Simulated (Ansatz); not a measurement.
## F on Ag(100): change of the work function

Wanted: Δφ(θ) for F/Ag(100), starting from the hollow site.

Main program and level: Ansatz 0.2.0; plane-wave DFT, PBE, Ansatz PAW.

**1. Set-up**

The cell holds 4 atoms: 4 Ag. Its edges and angles: a = 2.892 Å, b = 2.892 Å, c = 24.135 Å, α = 90.0°, β = 90.0°, γ = 90.0°. Vacuum lies along c.

**2. The clean slab**

The bare slab comes first, as the zero from which every change is counted. The two lowest layers are held at bulk places and the upper ones relax. The dipole correction removes the false field that a one-sided slab makes across the periodic vacuum, so each face gets a flat vacuum level of its own.

input.yaml reads:

```yaml
crystal:
  lattice:
    - [2.8920667351, 0.0, 0.0]
    - [0.0, 2.8920667351, 0.0]
    - [0.0, 0.0, 24.135]
  atoms:
    - { symbol: Ag, position: [0.5, 0.5, 0.3729024239] }
    - { symbol: Ag, position: [0.0, 0.0, 0.4576341413] }
    - { symbol: Ag, position: [0.5, 0.5, 0.5423658587] }
    - { symbol: Ag, position: [0.0, 0.0, 0.6270975761] }
kpoints:
  mp_grid: { grid: [12, 12, 1] }
hamiltonian:
  xc: pbe
scf:
  occupations: { method: fermi_dirac, width: 0.1 }
  convergence: { dr2_threshold: 1.0e-08 }
efield:
  axis: 3
  dipole_correction: true
  ramp_position: 0.97
  ramp_width: 0.06
relax:
  f_tol: 0.02
  max_steps: 60
  constraints: [{ sites: [0, 1] }]
output:
  write_potential: true
  write_density: true
  volumetric_format: npy
```

On the command line:

```bash
> ansatz run input.yaml --threads 4 --pin off --max-ram 6144MiB --backend cpu --events-out ev --progress --plain --runs-dir out
```

Numbers of over 12 decimals in the logs are rounded to 6 here.

What it wrote:

```text
Engine: ansatz 0.2.0, aarch64-unknown-linux-gnu
Pseudopotentials: kind: paw
Pseudopotential: Ag, paw, valence charge 19, recommended cutoff 420 eV (normal), Ag.paw.azcp
Functional definition: PBE
  parameter kappa = 0.804
  parameter beta = 0.066725
  exchange = pbe_x(kappa = kappa, mu = beta*pi^2/3)
  correlation = pbe_c(beta = beta)
Crystal: 4 atoms, lattice volume = 201.866 Å³
Basis set: ecut = 420 eV, 3917 PW (Γ), exchange–correlation on 40×40×324 points (8 copies of the dense FFT grid, shifted against one another)
Bands: 46, of which v1, the nominal top of the filled ones, is band 38 counted from 1 (37 counted from 0)
Symmetry: 8 space group operations
k-points: 28 of 144
Non-local potential: Ag, projectors of the file, l = 0: 3, l = 1: 2, l = 2: 2, l = 3: 1
PAW form: soft (Blöchl's): semilocal exchange-correlation on the pseudo side does not see the compensation charge
PAW one-centre angular grid: Ag, 590 points (default); XC on 64 Gauss nodes
Initial density: superposition of atomic densities (neutral atoms: chi_scale 0, normalization atom), corrected by the library's trained network
Initial wavefunctions: pseudopotential atomic-orbital guess
Functional: x = pbe(κ = 0.804, μ = 0.219515), c = pbe(β = 0.066725)
SCF iter   1: F=—  HF=-30361.340084 eV  |F-HF|=—  |Δ(HF+E_count)|=         —  Δρ=9.03e-4  dr2=2.92e-3  ethr=1.77e-3  p=0.000 e·Å  D=3.51e-13 V/Å  ΔV_dip=-0.00 eV  dr2_dipole=4.42e-9  V_vac-E_F(+/−)=4.19/4.19 eV  ⟨swp⟩=7.9  Hψ=5507  notcnv=0  defer=6
efield: sawtooth ramp at fractional position 0.9700 (set: `efield.ramp_position`, or a place that a band, a saddle search or an elastic batch's reference lends), width 0.0600; the density the first Hamiltonian is built on has a dipole p = 0.000 e·Å; the dipole correction subtracts the counter field D = 3.51e-13 V/Å, which shifts the + side's vacuum level by -0.00 eV against the − side's; the planar-averaged density in the ramp window peaks in size at 4.8e-6 e/Å³
preconditioner: auto → LDOS  [metal: Δε(μ)=0.119 eV  Ē_g=9.007 eV  σ=0.100 eV  W_gap=0.28  n_scr=44 (ndim 8)  ℏωp=17.3 eV  f_vac=0.610  D(μ)=1.07/eV (n_scr^D=6)  β→1.0]
SCF iter   2: F=—  HF=-30361.345092 eV  |F-HF|=—  |Δ(HF+E_count)|=   5.01e-3  Δρ=8.96e-4  dr2=1.74e-3  ethr=3.84e-6  p=-0.000 e·Å  D=-7.65e-6 V/Å  ΔV_dip=0.00 eV  dr2_dipole=1.71e-9  V_vac-E_F(+/−)=4.23/4.23 eV  ⟨swp⟩=3.0  Hψ=3082  notcnv=0  defer=35
SCF iter   3: F=—  HF=-30361.344733 eV  |F-HF|=—  |Δ(HF+E_count)|=   3.60e-4  Δρ=3.66e-4  dr2=2.21e-4  ethr=2.29e-6  p=-0.000 e·Å  D=-3.20e-6 V/Å  ΔV_dip=0.00 eV  dr2_dipole=1.41e-9  V_vac-E_F(+/−)=4.23/4.23 eV  ⟨swp⟩=2.1  Hψ=2096  notcnv=0  defer=35
SCF iter   4: F=—  HF=-30361.344692 eV  |F-HF|=—  |Δ(HF+E_count)|=   4.03e-5  Δρ=5.37e-5  dr2=7.54e-6  ethr=2.91e-7  p=-0.000 e·Å  D=-1.94e-6 V/Å  ΔV_dip=0.00 eV  dr2_dipole=2.66e-10  V_vac-E_F(+/−)=4.23/4.23 eV  ⟨swp⟩=2.1  Hψ=1960  notcnv=0  defer=35
SCF iter   5: F=—  HF=-30361.344706 eV  |F-HF|=—  |Δ(HF+E_count)|=   1.38e-5  Δρ=2.23e-5  dr2=1.20e-6  ethr=9.92e-9  p=-0.000 e·Å  D=-8.37e-7 V/Å  ΔV_dip=0.00 eV  dr2_dipole=2.88e-11  V_vac-E_F(+/−)=4.23/4.23 eV  ⟨swp⟩=2.3  Hψ=2137  notcnv=0  defer=35
SCF iter   6: F=—  HF=-30361.344706 eV  |F-HF|=—  |Δ(HF+E_count)|=   1.67e-7  Δρ=7.89e-6  dr2=1.50e-7  ethr=1.58e-9  p=-0.000 e·Å  D=-2.98e-7 V/Å  ΔV_dip=0.00 eV  dr2_dipole=1.03e-12  V_vac-E_F(+/−)=4.23/4.23 eV  ⟨swp⟩=2.0  Hψ=1850  notcnv=0  defer=35
SCF iter   7: F=-30361.344706 eV  HF=-30361.344706 eV  |F-HF|=1.87e-8  |Δ(HF+E_count)|=   2.77e-8  Δρ=2.32e-6  dr2=9.53e-9  ethr=1.32e-11  p=-0.000 e·Å  D=-1.45e-7 V/Å  ΔV_dip=0.00 eV  dr2_dipole=8.73e-14  V_vac-E_F(+/−)=4.23/4.23 eV  ⟨swp⟩=7.4  Hψ=8701  notcnv=0
SCF 1 converged in 7 iterations: F = -30361.344706 eV  dr2 = 9.53e-9
  greatest PAW one-centre occupation: 1.000 electrons in one spin orbital (limit 2), on the Ag atom at site 1 (counted from 0), in its partial waves of l = 0
relax step   1: F+E_penalty+E_count = -30361.34470629 eV  Δ(F+E_penalty+E_count) = +0.000e0 eV  max|allowed force component| = 1.102e-1 eV/Å  Δτ_max = 0.0000 Å  (7 SCF iters, accepted)
Initial density: handed on by an earlier stage of this run
Initial wavefunctions: those handed on with the density
iter 1 solved again at ethr=3.44e-5 eV; its pass at ethr=3.10e-3 eV (dr2=2.61e-2 eV) is discarded
SCF iter   1: F=—  HF=-30361.358109 eV  |F-HF|=—  |Δ(HF+E_count)|=         —  Δρ=3.49e-3  dr2=2.40e-2  ethr=3.44e-5  p=0.000 e·Å  D=1.12e-7 V/Å  ΔV_dip=-0.00 eV  dr2_dipole=3.97e-5  V_vac-E_F(+/−)=4.24/4.24 eV  ⟨swp⟩=2.0  Hψ=5174  notcnv=0  defer=46
efield: sawtooth ramp at fractional position 0.9700 (set: `efield.ramp_position`, or a place that a band, a saddle search or an elastic batch's reference lends), width 0.0600; the density the first Hamiltonian is built on has a dipole p = 0.000 e·Å; the dipole correction subtracts the counter field D = 1.12e-7 V/Å, which shifts the + side's vacuum level by -0.00 eV against the − side's; the planar-averaged density in the ramp window peaks in size at 6.4e-7 e/Å³
preconditioner: auto → LDOS  [metal: Δε(μ)=0.119 eV  Ē_g=8.924 eV  σ=0.100 eV  W_gap=0.29  n_scr=44 (ndim 8)  ℏωp=17.3 eV  f_vac=0.604  D(μ)=1.17/eV (n_scr^D=6)  β→1.0]
SCF iter   2: F=—  HF=-30361.356349 eV  |F-HF|=—  |Δ(HF+E_count)|=   1.76e-3  Δρ=2.86e-3  dr2=3.09e-2  ethr=3.16e-5  p=0.002 e·Å  D=1.76e-3 V/Å  ΔV_dip=-0.04 eV  dr2_dipole=4.06e-3  V_vac-E_F(+/−)=4.19/4.23 eV  ⟨swp⟩=2.0  Hψ=2336  notcnv=0  defer=46
SCF iter   3: F=—  HF=-30361.350080 eV  |F-HF|=—  |Δ(HF+E_count)|=   6.27e-3  Δρ=5.21e-4  dr2=9.87e-4  ethr=3.16e-5  p=-0.000 e·Å  D=-2.51e-4 V/Å  ΔV_dip=0.01 eV  dr2_dipole=1.99e-4  V_vac-E_F(+/−)=4.24/4.24 eV  ⟨swp⟩=2.0  Hψ=1949  notcnv=0  defer=46
SCF iter   4: F=—  HF=-30361.350182 eV  |F-HF|=—  |Δ(HF+E_count)|=   1.02e-4  Δρ=6.32e-4  dr2=7.38e-4  ethr=1.30e-6  p=-0.000 e·Å  D=-2.97e-4 V/Å  ΔV_dip=0.01 eV  dr2_dipole=1.08e-7  V_vac-E_F(+/−)=4.24/4.24 eV  ⟨swp⟩=2.0  Hψ=2295  notcnv=0  defer=46
SCF iter   5: F=—  HF=-30361.349986 eV  |F-HF|=—  |Δ(HF+E_count)|=   1.95e-4  Δρ=3.60e-5  dr2=2.35e-6  ethr=9.71e-7  p=-0.001 e·Å  D=-5.46e-4 V/Å  ΔV_dip=0.01 eV  dr2_dipole=2.99e-7  V_vac-E_F(+/−)=4.25/4.24 eV  ⟨swp⟩=2.0  Hψ=2232  notcnv=0  defer=46
SCF iter   6: F=—  HF=-30361.350015 eV  |F-HF|=—  |Δ(HF+E_count)|=   2.86e-5  Δρ=1.30e-5  dr2=3.16e-7  ethr=3.10e-9  p=-0.001 e·Å  D=-5.70e-4 V/Å  ΔV_dip=0.01 eV  dr2_dipole=1.51e-8  V_vac-E_F(+/−)=4.25/4.24 eV  ⟨swp⟩=3.0  Hψ=2323  notcnv=0  defer=49
SCF iter   7: F=—  HF=-30361.350015 eV  |F-HF|=—  |Δ(HF+E_count)|=   3.22e-7  Δρ=3.74e-6  dr2=3.72e-8  ethr=4.15e-10  p=-0.001 e·Å  D=-5.79e-4 V/Å  ΔV_dip=0.01 eV  dr2_dipole=1.29e-9  V_vac-E_F(+/−)=4.25/4.24 eV  ⟨swp⟩=2.0  Hψ=1866  notcnv=0  defer=51
SCF iter   8: F=-30361.350015 eV  HF=-30361.350015 eV  |F-HF|=1.02e-8  |Δ(HF+E_count)|=   2.01e-8  Δρ=1.51e-6  dr2=4.03e-9  ethr=1.32e-11  p=-0.001 e·Å  D=-5.85e-4 V/Å  ΔV_dip=0.01 eV  dr2_dipole=9.62e-11  V_vac-E_F(+/−)=4.25/4.24 eV  ⟨swp⟩=9.0  Hψ=8007  notcnv=0
SCF 2 converged in 8 iterations: F = -30361.350015 eV  dr2 = 4.03e-9
relax step   2: F+E_penalty+E_count = -30361.35001537 eV  Δ(F+E_penalty+E_count) = -5.309e-3 eV  max|allowed force component| = 8.596e-2 eV/Å  Δτ_max = 0.1538 Å  (8 SCF iters, accepted)
SCF iter   1: F=—  HF=-30361.354388 eV  |F-HF|=—  |Δ(HF+E_count)|=         —  Δρ=1.45e-3  dr2=4.45e-3  ethr=5.34e-5  p=-0.001 e·Å  D=-5.85e-4 V/Å  ΔV_dip=0.01 eV  dr2_dipole=5.19e-5  V_vac-E_F(+/−)=4.25/4.23 eV  ⟨swp⟩=4.6  Hψ=3474  notcnv=0  defer=50
efield: sawtooth ramp at fractional position 0.9700 (set: `efield.ramp_position`, or a place that a band, a saddle search or an elastic batch's reference lends), width 0.0600; the density the first Hamiltonian is built on has a dipole p = -0.001 e·Å; the dipole correction subtracts the counter field D = -5.85e-4 V/Å, which shifts the + side's vacuum level by +0.01 eV against the − side's; the planar-averaged density in the ramp window peaks in size at 4.0e-7 e/Å³
preconditioner: auto → LDOS  [metal: Δε(μ)=0.130 eV  Ē_g=8.950 eV  σ=0.100 eV  W_gap=0.31  n_scr=44 (ndim 8)  ℏωp=17.3 eV  f_vac=0.606  D(μ)=1.11/eV (n_scr^D=6)  β→1.0]
SCF iter   2: F=—  HF=-30361.354274 eV  |F-HF|=—  |Δ(HF+E_count)|=   1.14e-4  Δρ=1.33e-3  dr2=5.72e-3  ethr=5.85e-6  p=-0.002 e·Å  D=-1.43e-3 V/Å  ΔV_dip=0.03 eV  dr2_dipole=3.82e-4  V_vac-E_F(+/−)=4.27/4.24 eV  ⟨swp⟩=2.3  Hψ=2617  notcnv=0  defer=50
SCF iter   3: F=—  HF=-30361.353009 eV  |F-HF|=—  |Δ(HF+E_count)|=   1.26e-3  Δρ=2.74e-4  dr2=1.68e-4  ethr=5.85e-6  p=-0.001 e·Å  D=-4.82e-4 V/Å  ΔV_dip=0.01 eV  dr2_dipole=1.17e-5  V_vac-E_F(+/−)=4.25/4.23 eV  ⟨swp⟩=2.0  Hψ=2030  notcnv=0  defer=50
SCF iter   4: F=—  HF=-30361.353011 eV  |F-HF|=—  |Δ(HF+E_count)|=   1.58e-6  Δρ=2.42e-4  dr2=1.03e-4  ethr=2.21e-7  p=-0.001 e·Å  D=-5.04e-4 V/Å  ΔV_dip=0.01 eV  dr2_dipole=3.86e-8  V_vac-E_F(+/−)=4.25/4.23 eV  ⟨swp⟩=2.6  Hψ=2285  notcnv=0  defer=50
SCF iter   5: F=—  HF=-30361.352989 eV  |F-HF|=—  |Δ(HF+E_count)|=   2.17e-5  Δρ=8.74e-5  dr2=1.41e-5  ethr=1.35e-7  p=-0.001 e·Å  D=-4.56e-4 V/Å  ΔV_dip=0.01 eV  dr2_dipole=8.83e-9  V_vac-E_F(+/−)=4.24/4.23 eV  ⟨swp⟩=2.0  Hψ=1676  notcnv=0  defer=50
SCF iter   6: F=—  HF=-30361.352999 eV  |F-HF|=—  |Δ(HF+E_count)|=   1.02e-5  Δρ=2.30e-5  dr2=1.02e-6  ethr=1.86e-8  p=-0.000 e·Å  D=-4.19e-4 V/Å  ΔV_dip=0.01 eV  dr2_dipole=2.19e-8  V_vac-E_F(+/−)=4.24/4.23 eV  ⟨swp⟩=2.0  Hψ=2110  notcnv=0  defer=50
SCF iter   7: F=—  HF=-30361.352989 eV  |F-HF|=—  |Δ(HF+E_count)|=   1.01e-5  Δρ=4.56e-6  dr2=5.35e-8  ethr=1.34e-9  p=-0.000 e·Å  D=-4.08e-4 V/Å  ΔV_dip=0.01 eV  dr2_dipole=6.94e-9  V_vac-E_F(+/−)=4.24/4.23 eV  ⟨swp⟩=2.0  Hψ=2053  notcnv=0  defer=50
SCF iter   8: F=-30361.352989 eV  HF=-30361.352989 eV  |F-HF|=3.06e-10  |Δ(HF+E_count)|=   3.55e-9  Δρ=1.26e-6  dr2=3.95e-9  ethr=1.32e-11  p=-0.000 e·Å  D=-4.02e-4 V/Å  ΔV_dip=0.01 eV  dr2_dipole=2.70e-10  V_vac-E_F(+/−)=4.24/4.23 eV  ⟨swp⟩=9.1  Hψ=8152  notcnv=0
SCF 3 converged in 8 iterations: F = -30361.352989 eV  dr2 = 3.95e-9
relax step   3: F+E_penalty+E_count = -30361.35298904 eV  Δ(F+E_penalty+E_count) = -2.974e-3 eV  max|allowed force component| = 6.064e-3 eV/Å  Δτ_max = 0.0609 Å  (8 SCF iters, accepted)
NSCF: frozen V_eff on 28 k-points
the band table was solved once a step of the walk had ended and its energy, with any forces and stress, was formed, with the checks that follow a solve (6827 applications of the Hamiltonian). They found nothing against the state; the energy, forces and stress were not computed again (output.eigenvalues in the input reference)
WARN: The output density's exchange-correlation potential varies sharply where the density is thin. Do not read a vacuum level from v_tot or v_xc, or from such a field of the output density. On a cell that repeats whose density bears no net charge and no dipole along the vacuum's axis use v_es (v_loc + v_h of the components); under efield.dipole_correction with no amplitude use v_es + v_field, which holds any externa [...]
SCF converged after 8 iterations
Free energy (F): -30361.352989 eV
Harris-Foulkes:  -30361.352989 eV  (|F-HF|=3.06e-10)
Internal energy: -30361.314367 eV  (E = F + TS)
E sigma→0 (E₀):  -30361.333678 eV
Entropy (-TS):   -0.038622 eV (-9.655 meV/atom)
Fermi energy:    3.092469 eV
Dipole field:    D = -0.000380 V/Å  (p = -0.000424 e·Å, saw-weighted, corrected)
Work function:   Φ+ = 4.2431 eV   Φ− = 4.2339 eV
Levels:          The Fermi level and band energies are counted from a zero that moves with the ramp; work functions are not
--- Per-component energies (eV) ---
  E_band       = -2008.033151
  E_kinetic    = 2108.706537
  E_local      = -119496.474417  (includes V_loc(G=0)·N_el)
  E_nonlocal   = 321.284068
  E_hartree    = 58822.081403
  E_xc         = -737.592717
  E_vxc        = -936.881144  (∫ρ·V_xc dr)
  E_paw        = -15609.609588  (= ΣΔE_a)
  E_vpaw       = -1648.829281  (= ΣTr[D̂ρ^β])
  E_aug_tail   = 0.001303  (compensation charges beyond the density's cutoff)
  E_efield     = 0.000000  (sawtooth field / dipole correction)
  E_vefield    = 0.001127  (∫n·V_field dr)
  E_ewald      = 44230.289044
  E_smearing   = -0.038622  (= −TS)
  E_closure    = -0.000000  (closes the sum)
  Σ components = -30361.352989   (vs F -30361.352989, Δ=0.00e0)
--- Forces (eV/Å), atoms counted from 1 ---
  atom   1  Ag    -0.00000000     0.00000000    -0.09067581
  atom   2  Ag    -0.00000000     0.00000000     0.08068784
  atom   3  Ag     0.00000000     0.00000000     0.00606429
  atom   4  Ag    -0.00000000     0.00000000     0.00391756
  max |Σ_I F_I| component: 6.12e-6 eV/Å
--- Band table (eV; the first three rows and the last of 28) ---
  k-point 0: bands = [... 34 lower, 0.0459, 0.1262, 0.1943, 0.1943, 0.4083, 2.8425, 4.3409, 7.1872, ... 4 higher]
  k-point 1: bands = [... 34 lower, -0.0926, -0.0274, 0.0815, 0.2166, 0.7221, 3.0451, 4.6143, 7.3181, ... 4 higher]
  k-point 2: bands = [... 34 lower, -0.1400, -0.1245, 0.0515, 0.2137, 1.2303, 3.5782, 5.3249, 7.6855, ... 4 higher]
  k-point 27: bands = [... 34 lower, 0.5700, 0.5876, 5.5749, 5.5749, 7.4400, 7.4400, 9.8432, 9.8432, ... 4 higher]
--- Relaxed structure (3 steps of the walk, 3 accepted, 0 SCFs on fresh bases) ---
  F+E_penalty+E_count = -30361.35298904 eV   max|allowed force component| = 6.064e-3 eV/Å
  atoms:
    - { symbol: Ag, position: [0.5, 0.5, 0.3729024239] }
    - { symbol: Ag, position: [0.0, 0.0, 0.4576341413] }
    - { symbol: Ag, position: [0.5, 0.5, 0.544976] }
    - { symbol: Ag, position: [0, 0.0, 0.630949] }
```

The job ended after 15 s (4 threads of Arm Neoverse V2, shared host; peak memory 0.56 GiB).

The steps of the relaxation:

```
step  energy less that of the first step (eV)  largest force component (eV/Å)
   1                                   0.0000                          0.1102
   2                                  -0.0053                          0.0860
   3                                  -0.0083                          0.0061
```

The run keeps the 8 symmetry operations that it works with, so distortions that break them were not tested.

The atoms that moved most (Å):

```
atom     dx     dy     dz  length
 Ag4  0.000  0.000  0.093   0.093
 Ag3  0.000  0.000  0.063   0.063
```

Final coordinates:

```xyz
4
Lattice="2.8921 0.0000 0.0000 0.0000 2.8921 0.0000 0.0000 0.0000 24.1350" Properties=species:S:1:pos:R:3
Ag    1.4460    1.4460    9.0000
Ag    0.0000    0.0000   11.0450
Ag    1.4460    1.4460   13.1530
Ag    0.0000    0.0000   15.2279
```

Numbers from this step:

- energy at zero smearing: -30361.3337 eV
- work function, upper face: 4.243 eV
- dipole along the normal: -4.24e-4 e·Å

Running mean over 2.045 Å of the planar mean; the ramp of the sawtooth is left out. The electron's electrostatic potential energy less the Fermi level by z:

```
z (Å)  electron's electrostatic potential energy less the Fermi level (eV)
  3.0                                                                 4.23
  3.5                                                                 4.23
  4.0                                                                 4.23
  4.5                                                                 4.23
  5.0                                                                 4.23
  5.5                                                                 4.22
  6.0                                                                 4.18
  6.5                                                                 4.06
  7.0                                                                 3.63
  7.5                                                                 1.94
  8.0                                                                -1.25
  8.5                                                                -4.31
  9.0                                                                -5.66
  9.5                                                                -5.92
 10.0                                                                -5.98
 10.5                                                                -6.01
 11.0                                                                -5.98
 11.5                                                                -5.77
 12.0                                                                -5.59
 12.5                                                                -5.67
 13.0                                                                -5.89
 13.5                                                                -5.90
 14.0                                                                -5.79
 14.5                                                                -5.77
 15.0                                                                -5.75
 15.5                                                                -5.14
 16.0                                                                -2.77
 16.5                                                                0.614
 17.0                                                                 3.10
 17.5                                                                 3.94
 18.0                                                                 4.16
 18.5                                                                 4.22
 19.0                                                                 4.24
 19.5                                                                 4.24
 20.0                                                                 4.24
 20.5                                                                 4.24
 21.0                                                                 4.24
```

The relaxation took 3 steps and lowered the energy by 0.0083 eV; the largest force on the free atoms ends at 0.0061 eV/Å.

The work function of the upper face is 4.24 eV.

(Part 1 of 3 ends here.)

[Logs are printed without paths, hosts, clocks, repeated set-up lines and the standing remarks that a program may print on its own settings, such as how far it seeks lower states.]

[Hosts, paths, dates, database ids (printed as entryN), source tags and the programs' standing remarks are cut or masked in the printed files.]

[Maps of the electrostatic potential energy from Ansatz leave out the sawtooth potential of an applied field or a dipole correction, so their vacuum need not be flat; planar profiles and work functions include it.]
